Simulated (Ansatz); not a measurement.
# Li on Ag(100): change of the work function, part 2 of 3

How does Li on the hollow site change the work function of Ag(100) as the layer fills?

Ansatz 0.2.0; plane-wave DFT, PBE, Ansatz PAW.

So far, work function, upper face (eV): step 2 (the clean slab) 4.24.

## Step 3: The covered slab, k-mesh 6×6×1, coverage 0.25 ML

System of this step: Li/Ag(100). The cell holds 17 atoms: 16 Ag and 1 Li. Its edges and angles: a = 5.784 Å, b = 5.784 Å, c = 26.158 Å, α = 90.0°, β = 90.0°, γ = 90.0°. Vacuum lies along c.

The clean slab as it ended is repeated in the plane and the adsorbate is set on one face; the cell's size fixes the coverage, and the k-mesh shrinks with it to keep the sampling density about even. Adsorbate and upper layers relax, since the dipole depends on the height.

The input, input.yaml:

```yaml
crystal:
  lattice:
    - [5.7841334702, 0.0, 0.0]
    - [0.0, 5.7841334702, 0.0]
    - [0.0, 0.0, 26.1579060996]
  atoms:
    - { symbol: Ag, position: [0.25, 0.25, 0.3440642369] }
    - { symbol: Ag, position: [0.0, 0.0, 0.4222432773] }
    - { symbol: Ag, position: [0.25, 0.25, 0.5028305137] }
    - { symbol: Ag, position: [0.0, 0.0, 0.5821545192] }
    - { symbol: Ag, position: [0.25, 0.75, 0.3440642369] }
    - { symbol: Ag, position: [0.0, 0.5, 0.4222432773] }
    - { symbol: Ag, position: [0.25, 0.75, 0.5028305137] }
    - { symbol: Ag, position: [0.0, 0.5, 0.5821545192] }
    - { symbol: Ag, position: [0.75, 0.25, 0.3440642369] }
    - { symbol: Ag, position: [0.5, 0.0, 0.4222432773] }
    - { symbol: Ag, position: [0.75, 0.25, 0.5028305137] }
    - { symbol: Ag, position: [0.5, 0.0, 0.5821545192] }
    - { symbol: Ag, position: [0.75, 0.75, 0.3440642369] }
    - { symbol: Ag, position: [0.5, 0.5, 0.4222432773] }
    - { symbol: Ag, position: [0.75, 0.75, 0.5028305137] }
    - { symbol: Ag, position: [0.5, 0.5, 0.5821545192] }
    - { symbol: Li, position: [0.25, 0.25, 0.6559357631] }
kpoints:
  mp_grid: { grid: [6, 6, 1] }
hamiltonian:
  xc: pbe
scf:
  occupations: { method: fermi_dirac, width: 0.1 }
  convergence: { dr2_threshold: 1.0e-08 }
efield:
  axis: 3
  dipole_correction: true
  ramp_position: 0.97
  ramp_width: 0.06
relax:
  f_tol: 0.02
  max_steps: 60
  constraints: [{ sites: [0, 1, 4, 5, 8, 9, 12, 13] }]
output:
  dos: { projected: true, e_range: [-8, 4] }
  write_potential: true
  write_density: true
  volumetric_format: npy
  elf: true
```

Started as:

```console
ansatz run input.yaml --threads 4 --pin off --max-ram 6144MiB --backend cpu --events-out ev --progress --plain --runs-dir out
```

Numbers of over 12 decimals in the logs are rounded to 6 here.

Log:

```text
[...]
Crystal: 17 atoms, lattice volume = 875.144 Å³
Basis set: ecut = 420 eV, 17163 PW (Γ), exchange–correlation on 80×80×360 points (8 copies of the dense FFT grid, shifted against one another)
Bands: 185, of which v1, the nominal top of the filled ones, is band 154 counted from 1 (153 counted from 0)
Symmetry: 8 space group operations
[...]
k-points: 10 of 36
[...]
SCF iter   1: F=—  HF=-121650.448546 eV  |F-HF|=—  |Δ(HF+E_count)|=         —  Δρ=1.20e-3  dr2=1.80e-1  ethr=1.77e-3  p=0.312 e·Å  D=6.45e-2 V/Å  ΔV_dip=-1.69 eV  dr2_dipole=3.76e-2  V_vac-E_F(+/−)=2.45/4.13 eV  ⟨swp⟩=6.9  Hψ=7382  notcnv=0  defer=93
[...]
SCF iter   9: F=-121650.453523 eV  HF=-121650.453523 eV  |F-HF|=1.49e-8  |Δ(HF+E_count)|=   3.82e-8  Δρ=6.79e-7  dr2=6.84e-9  ethr=3.26e-12  p=0.327 e·Å  D=6.76e-2 V/Å  ΔV_dip=-1.77 eV  dr2_dipole=1.78e-11  V_vac-E_F(+/−)=2.49/4.26 eV  ⟨swp⟩=16.1  Hψ=13211  notcnv=0
SCF 1 converged in 9 iterations: F = -121650.453523 eV  dr2 = 6.84e-9
[...]
relax step   1: F+E_penalty+E_count = -121650.45352293 eV  Δ(F+E_penalty+E_count) = +0.000e0 eV  max|allowed force component| = 2.804e-1 eV/Å  Δτ_max = 0.0000 Å  (9 SCF iters, accepted)
[...]
SCF iter   1: F=—  HF=-121650.479105 eV  |F-HF|=—  |Δ(HF+E_count)|=         —  Δρ=1.32e-3  dr2=6.10e-2  ethr=1.26e-5  p=0.327 e·Å  D=6.76e-2 V/Å  ΔV_dip=-1.77 eV  dr2_dipole=2.29e-2  V_vac-E_F(+/−)=2.52/4.29 eV  ⟨swp⟩=2.0  Hψ=6021  notcnv=0  defer=161
[...]
eigensolver tolerance schedule calibrated: the retry pair's looser diagonalisation under-reported the residual by θ = 0.37 (0.15/decade); ethr = c·dr2/N_el runs at the constant in force after the calibration composes with the one it found (an armed cap, an earlier calibration), c = 4.3e-2
[...]
SCF iter   2: F=—  HF=-121650.480432 eV  |F-HF|=—  |Δ(HF+E_count)|=   1.33e-3  Δρ=9.92e-4  dr2=1.91e-2  ethr=8.44e-6  p=0.294 e·Å  D=6.08e-2 V/Å  ΔV_dip=-1.59 eV  dr2_dipole=2.38e-3  V_vac-E_F(+/−)=2.68/4.27 eV  ⟨swp⟩=2.7  Hψ=3311  notcnv=0  defer=161
[...]
SCF iter   9: F=-121650.476589 eV  HF=-121650.476589 eV  |F-HF|=1.28e-8  |Δ(HF+E_count)|=   5.73e-8  Δρ=6.89e-7  dr2=2.90e-9  ethr=1.38e-12  p=0.277 e·Å  D=5.72e-2 V/Å  ΔV_dip=-1.50 eV  dr2_dipole=5.34e-11  V_vac-E_F(+/−)=2.77/4.26 eV  ⟨swp⟩=14.2  Hψ=12252  notcnv=0
SCF 2 converged in 9 iterations: F = -121650.476589 eV  dr2 = 2.90e-9
relax step   2: F+E_penalty+E_count = -121650.47658862 eV  Δ(F+E_penalty+E_count) = -2.307e-2 eV  max|allowed force component| = 1.148e-1 eV/Å  Δτ_max = 0.1556 Å  (9 SCF iters, accepted)
SCF iter   1: F=—  HF=-121650.483039 eV  |F-HF|=—  |Δ(HF+E_count)|=         —  Δρ=4.89e-4  dr2=7.68e-3  ethr=1.85e-5  p=0.277 e·Å  D=5.72e-2 V/Å  ΔV_dip=-1.50 eV  dr2_dipole=3.09e-3  V_vac-E_F(+/−)=2.76/4.25 eV  ⟨swp⟩=3.0  Hψ=3397  notcnv=0  defer=167
[...]
SCF iter   8: F=-121650.481674 eV  HF=-121650.481674 eV  |F-HF|=7.61e-9  |Δ(HF+E_count)|=   5.51e-8  Δρ=7.55e-7  dr2=5.65e-9  ethr=3.26e-12  p=0.291 e·Å  D=6.01e-2 V/Å  ΔV_dip=-1.57 eV  dr2_dipole=5.63e-14  V_vac-E_F(+/−)=2.69/4.26 eV  ⟨swp⟩=13.0  Hψ=12030  notcnv=0
SCF 3 converged in 8 iterations: F = -121650.481674 eV  dr2 = 5.65e-9
relax step   3: F+E_penalty+E_count = -121650.48167409 eV  Δ(F+E_penalty+E_count) = -5.085e-3 eV  max|allowed force component| = 3.700e-3 eV/Å  Δτ_max = 0.0306 Å  (8 SCF iters, accepted)
NSCF: frozen V_eff on 10 k-points
[...]
SCF converged after 8 iterations
Free energy (F): -121650.481674 eV
[...]
Internal energy: -121650.294272 eV  (E = F + TS)
E sigma→0 (E₀):  -121650.387973 eV
Entropy (-TS):   -0.187402 eV (-11.024 meV/atom)
Fermi energy:    3.147600 eV
Dipole field:    D = 0.060119 V/Å  (p = 0.290756 e·Å, saw-weighted, corrected)
Work function:   Φ+ = 2.6888 eV   Φ− = 4.2614 eV
[...]
--- Forces (eV/Å), atoms counted from 1 ---
  atom   1  Ag    -0.00000000     0.00000000    -0.09992749
  atom   2  Ag     0.00450411     0.00450411     0.09501021
  atom   3  Ag     0.00000000     0.00000000     0.00102658
  atom   4  Ag    -0.00177436    -0.00177436     0.00292438
  atom   5  Ag    -0.00000000    -0.00000000    -0.09381357
  atom   6  Ag     0.00450411    -0.00450411     0.09501021
  atom   7  Ag    -0.00000000     0.00000000    -0.00245815
  atom   8  Ag    -0.00177436     0.00177436     0.00292438
  atom   9  Ag    -0.00000000     0.00000000    -0.09381357
  atom  10  Ag    -0.00450411     0.00450411     0.09501021
  atom  11  Ag     0.00000000    -0.00000000    -0.00245815
  atom  12  Ag     0.00177436    -0.00177436     0.00292438
  atom  13  Ag    -0.00000000    -0.00000000    -0.09668346
  atom  14  Ag    -0.00450411    -0.00450411     0.09501021
  atom  15  Ag    -0.00000000    -0.00000000    -0.00369952
  atom  16  Ag     0.00177436     0.00177436     0.00292438
  atom  17  Li     0.00000000     0.00000000     0.00007747
  max |Σ_I F_I| component: 1.15e-5 eV/Å
--- Band table (eV; the first three rows and the last of 10) ---
  k-point 0: bands = [... 150 lower, 2.7130, 2.7339, 2.7343, 3.0206, 3.2216, 3.2985, 3.2985, 3.9882, ... 27 higher]
  k-point 1: bands = [... 150 lower, 2.5992, 2.8876, 2.9060, 3.3228, 3.4000, 3.5493, 4.2234, 4.5322, ... 27 higher]
  k-point 2: bands = [... 150 lower, 2.4737, 3.1254, 3.2993, 3.3233, 4.0403, 4.1857, 4.4743, 4.4859, ... 27 higher]
  k-point 9: bands = [... 150 lower, 1.2920, 1.2920, 1.3758, 3.0053, 3.0477, 3.0477, 3.2114, 5.0120, ... 27 higher]
--- Relaxed structure (3 steps of the walk, 3 accepted, 0 SCFs on fresh bases) ---
  F+E_penalty+E_count = -121650.48167409 eV   max|allowed force component| = 3.700e-3 eV/Å
  atoms:
    - { symbol: Ag, position: [0.250000, 0.250000, 0.3440642369] }
    - { symbol: Ag, position: [0.0, 0.0, 0.4222432773] }
    - { symbol: Ag, position: [0.250000, 0.250000, 0.503024] }
    - { symbol: Ag, position: [-0.00136893, -0.00136893, 0.583429] }
    - { symbol: Ag, position: [0.250000, 0.750000, 0.3440642369] }
    - { symbol: Ag, position: [0.0, 0.500000, 0.4222432773] }
    - { symbol: Ag, position: [0.250000, 0.750000, 0.502873] }
    - { symbol: Ag, position: [-0.00136893, 0.501369, 0.583429] }
    - { symbol: Ag, position: [0.750000, 0.250000, 0.3440642369] }
    - { symbol: Ag, position: [0.500000, 0.0, 0.4222432773] }
    - { symbol: Ag, position: [0.750000, 0.250000, 0.502873] }
    - { symbol: Ag, position: [0.501369, -0.00136893, 0.583429] }
    - { symbol: Ag, position: [0.750000, 0.750000, 0.3440642369] }
    - { symbol: Ag, position: [0.500000, 0.500000, 0.4222432773] }
    - { symbol: Ag, position: [0.750000, 0.750000, 0.502933] }
    - { symbol: Ag, position: [0.501369, 0.501369, 0.583429] }
    - { symbol: Li, position: [0.250000, 0.250000, 0.651157] }
```

Wall time 83 s (4 threads of Intel Xeon Platinum 8488C (Sapphire Rapids), shared host); peak memory 3.9 GiB.

Step by step:

| step | energy less that of the first step (eV) | largest force component (eV/Å) |
| --- | --- | --- |
| 1 | 0.0000 | 0.2804 |
| 2 | -0.0231 | 0.1148 |
| 3 | -0.0282 | 0.0037 |

Forces are held to the 8 operations that the run works with; a distortion that breaks them can't arise in this run.

The atoms that moved most (Å):

```
atom      dx      dy      dz  length
Li17   0.000   0.000  -0.125   0.125
Ag16   0.008   0.008   0.033   0.035
Ag12   0.008  -0.008   0.033   0.035
 Ag8  -0.008   0.008   0.033   0.035
 Ag4  -0.008  -0.008   0.033   0.035
 Ag3   0.000   0.000   0.005   0.005
```

Final coordinates:

```cif
data_structure
_symmetry_space_group_name_H-M 'P 1'
_symmetry_Int_Tables_number 1
_cell_length_a 5.7841
_cell_length_b 5.7841
_cell_length_c 26.1579
_cell_angle_alpha 90.000
_cell_angle_beta 90.000
_cell_angle_gamma 90.000
_cell_volume 875.14
loop_
_atom_site_label
_atom_site_type_symbol
_atom_site_fract_x
_atom_site_fract_y
_atom_site_fract_z
_atom_site_occupancy
Ag1 Ag 0.25000 0.25000 0.34406 1
Ag2 Ag 0.00000 0.00000 0.42224 1
Ag3 Ag 0.25000 0.25000 0.50302 1
Ag4 Ag 0.99863 0.99863 0.58343 1
Ag5 Ag 0.25000 0.75000 0.34406 1
Ag6 Ag 0.00000 0.50000 0.42224 1
Ag7 Ag 0.25000 0.75000 0.50287 1
Ag8 Ag 0.99863 0.50137 0.58343 1
Ag9 Ag 0.75000 0.25000 0.34406 1
Ag10 Ag 0.50000 0.00000 0.42224 1
Ag11 Ag 0.75000 0.25000 0.50287 1
Ag12 Ag 0.50137 0.99863 0.58343 1
Ag13 Ag 0.75000 0.75000 0.34406 1
Ag14 Ag 0.50000 0.50000 0.42224 1
Ag15 Ag 0.75000 0.75000 0.50293 1
Ag16 Ag 0.50137 0.50137 0.58343 1
Li17 Li 0.25000 0.25000 0.65116 1
```

Numbers from this step:

| Property | Result |
| --- | --- |
| energy at zero smearing | -121650.3880 eV |
| work function, upper face | 2.689 eV |
| work function, lower face | 4.261 eV |
| dipole along the normal | 0.2908 e·Å |
| step between the vacuum levels | -1.573 eV |

Running mean over 2.045 Å of the planar mean; the ramp of the sawtooth is left out. Electron's electrostatic potential energy less the Fermi level against z:

```
z (Å)  electron's electrostatic potential energy less the Fermi level (eV)
  3.5                                                                 4.26
  4.0                                                                 4.26
  4.5                                                                 4.26
  5.0                                                                 4.26
  5.5                                                                 4.25
  6.0                                                                 4.21
  6.5                                                                 4.09
  7.0                                                                 3.65
  7.5                                                                 1.96
  8.0                                                                -1.24
  8.5                                                                -4.29
  9.0                                                                -5.67
  9.5                                                                -5.92
 10.0                                                                -5.98
 10.5                                                                -6.01
 11.0                                                                -5.98
 11.5                                                                -5.77
 12.0                                                                -5.58
 12.5                                                                -5.65
 13.0                                                                -5.87
 13.5                                                                -5.82
 14.0                                                                -5.63
 14.5                                                                -5.63
 15.0                                                                -5.76
 15.5                                                                -5.40
 16.0                                                                -3.62
 16.5                                                               -0.818
 17.0                                                                 1.34
 17.5                                                                 1.97
 18.0                                                                 2.23
 18.5                                                                 2.50
 19.0                                                                 2.62
 19.5                                                                 2.66
 20.0                                                                 2.68
 20.5                                                                 2.68
 21.0                                                                 2.69
 21.5                                                                 2.69
 22.0                                                                 2.69
 22.5                                                                 2.69
 23.0                                                                 2.69
```

The density of states has structure finer than the step of the table below, so its rows give means over 0.25 eV, whole bins alone (the curve runs from -8 to 1.98 eV). Peaks (eV: height): -5.200: 72.0, -4.720: 74.3, -4.540: 87.5, -4.390: 83.5, -4.120: 83.9, -3.880: 83.6, -3.550: 73.8.

Table of density of states by energy, zero at the Fermi level; means over each step:

```
energy (eV)  density of states (states/eV a cell)
      -7.50                                     0
      -7.25                                0.0457
      -7.00                                  1.26
      -6.75                                  1.44
      -6.50                                  1.70
      -6.25                                  2.37
      -6.00                                  21.4
      -5.75                                  44.1
      -5.50                                  45.7
      -5.25                                  51.4
      -5.00                                  38.3
      -4.75                                  41.2
      -4.50                                  61.8
      -4.25                                  58.3
      -4.00                                  59.4
      -3.75                                  53.1
      -3.50                                  60.7
      -3.25                                  61.6
      -3.00                                  52.6
      -2.75                                  11.9
      -2.50                                  5.23
      -2.25                                  1.86
      -2.00                                  3.69
      -1.75                                  4.99
      -1.50                                  4.05
      -1.25                                  3.86
      -1.00                                  4.10
      -0.75                                  4.03
      -0.50                                  4.38
      -0.25                                  5.89
       0.00                                  4.94
       0.25                                  7.24
       0.50                                  4.33
       0.75                                  5.03
       1.00                                  5.93
       1.25                                  3.63
       1.50                                  5.05
       1.75                                  9.46
```

Projected DOS per atom over height of the atomic layer and energy from the Fermi level. Layers: Ag4 Ag4 Ag4 Ag4 Li from below.

Ten even steps from '_' (0.00 states/eV) to '@' (4.70 states/eV), each cell a mean:
```
________..
__________
__________
__________
__________
__________
__________
__________
__________
__________
--::::..__
@@%%##**__
%%++**@@__
@@++++@@__
**####**__
++++++**__
==####++__
..++++..__
__________
__________
__________
__________
```
Columns: height of the atomic layer (Å) from 9 to 17.0 (not evenly spaced); rows upwards: energy from the Fermi level (eV) from -7.96 to 1.95.

Electrostatic potential energy in the ca plane at fractional y = 0.250, with atoms of Ag and Li within 0.2 Å of it. With pseudopotentials it is smooth inside the atoms' cores, unlike the true potential.

Values in eV, 8 rows by 16 columns, each cell a mean:
```
 -2  -5   4   4   0  -6   4   5   6   6   6   6   6   6   6   6
-21 -28   3   6 -15 -31   0   7   7   7   7   6   6   6   6   6
-17 -24   3   5 -12 -27   1   6   7   7   6   6   6   6   6   6
  2   0   4   4   3   0   5   4   6   6   6   6   6   6   6   6
 -2  -5   4   4   1  -6   4   5   3   1   4   6   6   6   6   6
-21 -28   3   6 -15 -31   0   6  -8 -19   3   5   6   6   6   6
-17 -24   3   5 -11 -27   1   6  -4 -13   3   5   6   6   6   6
  2   0   4   4   3   0   5   4   4   3   5   6   6   6   6   6
```
Columns run along c (16.0 Å, from fractional 0.31 to 0.92 of the cell; values clipped at the 3rd and 97th percentile), rows up along a (5.8 Å). Atoms in or near the plane, at fractional coordinates: Ag at (0.34, 0.25), Ag at (0.50, 0.25), Ag at (0.34, 0.75), Ag at (0.50, 0.75), Li at (0.65, 0.25).

Valence density in the ca plane at fractional y = 0.250, with atoms of Ag and Li within 0.2 Å of it. It is the smooth field of the valence electrons, not physical close to the nuclei.

Ten steps, logarithmic in the rise over the least value, from '0' (0 e/Å³) to '9' (18 e/Å³), each cell a mean:
```
01221111111112221111111000000000000000000000
13554211111135553111110000000000000000000000
36887311011258985210000000000000000000000000
47998411001269996210000000000000000000000000
36887311011258885210000000000000000000000000
13554211111135553111110000000000000000000000
11221111111112221111111000000000000000000000
01111111111111111111111000000000000000000000
12332111111123432111111000000000000000000000
25775311111146764111110123100000000000000000
37997411001268986210000267400000000000000000
37997411001268986210000267400000000000000000
25775311111146764111110123100000000000000000
12332111111123332111111000000000000000000000
01111111111111111111111000000000000000000000
```
Columns run along c (16.0 Å, from fractional 0.31 to 0.92 of the cell), rows up along a (5.8 Å). Atoms in or near the plane, at fractional coordinates: Ag at (0.34, 0.25), Ag at (0.50, 0.25), Ag at (0.34, 0.75), Ag at (0.50, 0.75), Li at (0.65, 0.25).

ELF in the ca plane at fractional y = 0.250, with atoms of Ag and Li within 0.2 Å of it. It is the smooth field of the valence electrons, not physical close to the nuclei.

Ten even steps from '0' (0.00 × 1e-1) to '9' (9.81 × 1e-1), each cell a mean:
```
11211111111111111111112233221000000000000000
23443211111123432111111222111000000000000000
35665311111245664111111111100000000000000000
35786311111246874211111111000000000000000000
35665311111235653111111111100000000000000000
23443211111123432111111222111000000000000000
11221111111111211111112233221000000000000000
11111111111211111111122332211100000000000000
12222111111112221111122210000000000000000000
24554211111134553111222023100000000000000000
35775311111246764211221189800000000000000000
35775311111246764211221189800000000000000000
24554211111134553111222013100000000000000000
12222111111112221111122210000000000000000000
11111111111211111111122332211100000000000000
```
Columns run along c (16.0 Å, from fractional 0.31 to 0.92 of the cell), rows up along a (5.8 Å). Atoms in or near the plane, at fractional coordinates: Ag at (0.34, 0.25), Ag at (0.50, 0.25), Ag at (0.34, 0.75), Ag at (0.50, 0.75), Li at (0.65, 0.25).

The relaxation took 3 steps and lowered the energy by 0.028 eV; the largest force on the free atoms ends at 0.0037 eV/Å.

By hand: a sheet of dipoles makes a step −p/(ε₀A) in the electron's potential. With e/ε₀ = 180.95 V·Å, p = 0.2908 e·Å and A = 33.46 Å², that is −180.95 × (0.2908) / 33.46 = -1.573 eV, and the two vacuum levels of the run differ by -1.573 eV.

The covered face has 2.69 eV, -1.55 eV against the clean one; the bare back face has moved by +0.03 eV, a measure of how thin the slab is.

(Part 2 of 3 ends here.)

[Logs are printed without paths, hosts, clocks, repeated set-up lines and the standing remarks that a program may print on its own settings, such as how far it seeks lower states.]

[Hosts, paths, dates, database ids (printed as entryN), source tags and the programs' standing remarks are cut or masked in the printed files.]

[Maps of the electrostatic potential energy from Ansatz leave out the sawtooth potential of an applied field or a dipole correction, so their vacuum need not be flat; planar profiles and work functions include it.]
